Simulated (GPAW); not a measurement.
# Screening of a field by Si/Hf(0001), part 2 of 2

How does Si/Hf(0001) screen a perpendicular field?

GPAW 26.7.0; GPAW, PAW setups; slab in vacuum, relaxation (the session's first sound run).

So far. Step 5 (Field on): The dipole is now -0.105 e Å, against -0.038 in the run without a field.

## 8. Field on

Contents of run.py:

```python
import json
import numpy as np
from ase import Atoms
from gpaw import GPAW, PW
from gpaw.external import ConstantElectricField

slab = Atoms(
    ['Hf', 'Hf', 'Hf', 'Hf', 'Si'],
    positions=[
        [3.20000, 1.84752, 7.00000],
        [0.00000, 0.00000, 9.53120],
        [3.20000, 1.84456, 12.15543],
        [-0.00000, 0.00101, 14.63548],
        [1.60000, 0.93145, 16.84202]],
    cell=[[3.2, 0.0, 0.0], [1.6, 2.77128, 0.0], [0.0, 0.0, 24.13486]],
    pbc=[True, True, False])

slab.calc = GPAW(mode=PW(400), xc='PBE', kpts={'size': (11, 11, 1), 'gamma': True},
                 occupations={'name': 'fermi-dirac', 'width': 0.1}, nbands='200%',
                 convergence={'density': 1e-05}, maxiter=200,
                 poissonsolver={'dipolelayer': 'xy'},
                 external=ConstantElectricField(0.1, [0, 0, 1]),
                 symmetry={'tolerance': 1e-3}, txt='slab.txt')
result = {}
energy = slab.get_potential_energy()
fermi = slab.calc.get_fermi_level()
v = slab.calc.get_electrostatic_potential().mean((0, 1)) - fermi
n = slab.calc.get_pseudo_density().mean((0, 1))
L = slab.cell[2, 2]
z = np.arange(len(v)) * L / len(v)
low, high = slab.positions[:, 2].min(), slab.positions[:, 2].max()
below, above = np.interp([low - 4.8, high + 4.8], z, v)
slopes = [np.interp(x, z, np.gradient(v, z)) for x in (low - 4.8, high + 4.8)]
eps = np.array([[slab.calc.get_eigenvalues(k, s) for k in range(len(slab.calc.get_ibz_k_points()))]
                for s in range(slab.calc.get_number_of_spins())]) - fermi
top, bottom = eps[eps < 0].max(), eps[eps > 0].min()
dipole = slab.get_dipole_moment()[2]
print(f'energy {energy:.4f} eV, Fermi level {fermi:.4f} eV, dipole {dipole:.5f} e A')
print(f'potential 4.8 A off the faces, from the Fermi level: lower {below:.4f} eV, upper {above:.4f} eV')
print(f'slope of the potential there: lower {slopes[0]:.5f}, upper {slopes[1]:.5f} eV/A')
print(f'nearest levels on the mesh: {top:.4f} and {bottom:.4f} eV')
print('magnetic moment', round(slab.get_magnetic_moment(), 3))
result.update(energy=energy, fermi=fermi, dipole=dipole, below=below, above=above, slopes=slopes, edges=[top, bottom],
              z=z.tolist(), v=v.tolist(), n=n.tolist(), positions=slab.positions.tolist(),
              forces=slab.get_forces(apply_constraint=False).tolist(), moments=slab.get_magnetic_moments().tolist())
json.dump(result, open('result.json', 'w'))
```

Launch:

```
> OMP_NUM_THREADS=1 OPENBLAS_NUM_THREADS=1 python run.py
```

Output:

```text
energy -33.5562 eV, Fermi level 2.3776 eV, dipole 0.02985 e A
potential 4.8 A off the faces, from the Fermi level: lower 5.1159 eV, upper 4.5084 eV
slope of the potential there: lower -0.00402, upper 0.00022 eV/A
nearest levels on the mesh: -0.0004 and 0.0042 eV
magnetic moment 0.0
```

It took 5.5 min on 1 thread of Arm Neoverse V1, shared host; peak memory 0.46 GiB.

The dipole is now 0.0299 e Å, against -0.038 in the run without a field.

## 9. Field on

Changes to run.py since step 8:

```diff
@@ -21,3 +21,3 @@
                  poissonsolver={'dipolelayer': 'xy'},
-                 external=ConstantElectricField(0.1, [0, 0, 1]),
+                 external=ConstantElectricField(0.2, [0, 0, 1]),
                  symmetry={'tolerance': 1e-3}, txt='slab.txt')
```

Output:

```text
energy -33.5627 eV, Fermi level 2.3505 eV, dipole 0.09732 e A
potential 4.8 A off the faces, from the Fermi level: lower 5.8667 eV, upper 3.8830 eV
slope of the potential there: lower -0.00491, upper 0.00018 eV/A
nearest levels on the mesh: -0.0057 and 0.0016 eV
magnetic moment 0.0
```

Wall time 6.3 min (1 thread); peak memory 0.46 GiB.

The dipole is now 0.0973 e Å, against -0.038 in the run without a field.

## 10. In a field

Changes to run.py since step 9:

```diff
@@ -21,3 +21,3 @@
                  poissonsolver={'dipolelayer': 'xy'},
-                 external=ConstantElectricField(0.2, [0, 0, 1]),
+                 external=ConstantElectricField(0.3, [0, 0, 1]),
                  symmetry={'tolerance': 1e-3}, txt='slab.txt')
```

Output:

```text
energy -33.5761 eV, Fermi level 2.3222 eV, dipole 0.16489 e A
potential 4.8 A off the faces, from the Fermi level: lower 6.6215 eV, upper 3.2595 eV
slope of the potential there: lower -0.00602, upper 0.00015 eV/A
nearest levels on the mesh: -0.0052 and 0.0038 eV
magnetic moment 0.0
```

Wall time 6.2 min (1 thread); peak memory 0.46 GiB.

Table of electrostatic potential energy of an electron (without an applied field's), less the Fermi level, planar mean by z:

```csv
z (Å),"electrostatic potential energy of an electron (without an applied field's), less the Fermi level, planar mean (eV)"
0.0,4.94
0.5,6.62
1.0,6.62
1.5,6.62
2.0,6.62
2.5,6.62
3.0,6.61
3.5,6.58
4.0,6.51
4.5,6.29
5.0,5.70
5.5,4.10
6.0,-0.0610
6.5,-10.6
7.0,-21.3
7.5,-10.5
8.0,-0.483
8.5,-0.301
9.0,-9.88
9.5,-21.7
10.0,-12.2
10.5,-1.63
11.0,-0.182
11.5,-7.44
12.0,-21.0
12.5,-16.5
13.0,-4.06
13.5,-1.45
14.0,-8.55
14.5,-22.1
15.0,-16.8
15.5,-4.73
16.0,-2.90
16.5,-10.7
17.0,-14.1
17.5,-4.04
18.0,1.20
18.5,2.73
19.0,3.13
19.5,3.23
20.0,3.25
20.5,3.26
21.0,3.26
21.5,3.26
22.0,3.26
22.5,3.26
23.0,3.26
23.5,3.26
24.0,4.28
```

The dipole is now 0.165 e Å, against -0.038 in the run without a field.

## 11. The series

The members are put on one axis.

This step: induced dipole against applied field (GPAW 26.7.0).

The dipole along the normal by field:

```csv
field (V/Å),dipole along the normal (e·Å)
-0.200,-0.172
-0.100,-0.105
-0.050,-0.0711
0.000,-0.0379
0.050,-0.00382
0.100,0.0299
0.200,0.0973
0.300,0.165
```

## 12. What came out

```json
{
  "work function, upper and lower face": "5.135 and 4.369 eV",
  "dipole along the normal": "-0.0379 e Å",
  "induced dipole per field": "0.674 e Å per V/Å",
  "out-of-plane polarisability per area, α/(ε0 A)": "13.7 Å"
}
```

The field induces 0.674 e Å per V/Å, a polarisable thickness α/(ε0 A) of 13.7 Å beside 9.84 Å between the outermost nuclei. A perfect conductor would give the distance between its two image planes; a dielectric of thickness t gives t(1 - 1/ε). The two faces differ by 0.77 eV, the step that the slab's dipole makes (e p/(ε0 A) gives 0.77 eV), so the dipole layer is needed. The induced dipole is linear in the field over this range. The cell of 8.87 Å² holds one Si, started on one chosen site; other sites and coverages weren't tried. The in-plane lattice was kept as typed, which isn't the functional's own and leaves some strain; spin-orbit coupling and temperature are left out.

[Logs are printed without paths, hosts, clocks, repeated set-up lines and the standing remarks that a program may print on its own settings, such as how far it seeks lower states.]

[Hosts, paths, dates, database ids (printed as entryN), source tags and the programs' standing remarks are cut or masked in the printed files.]
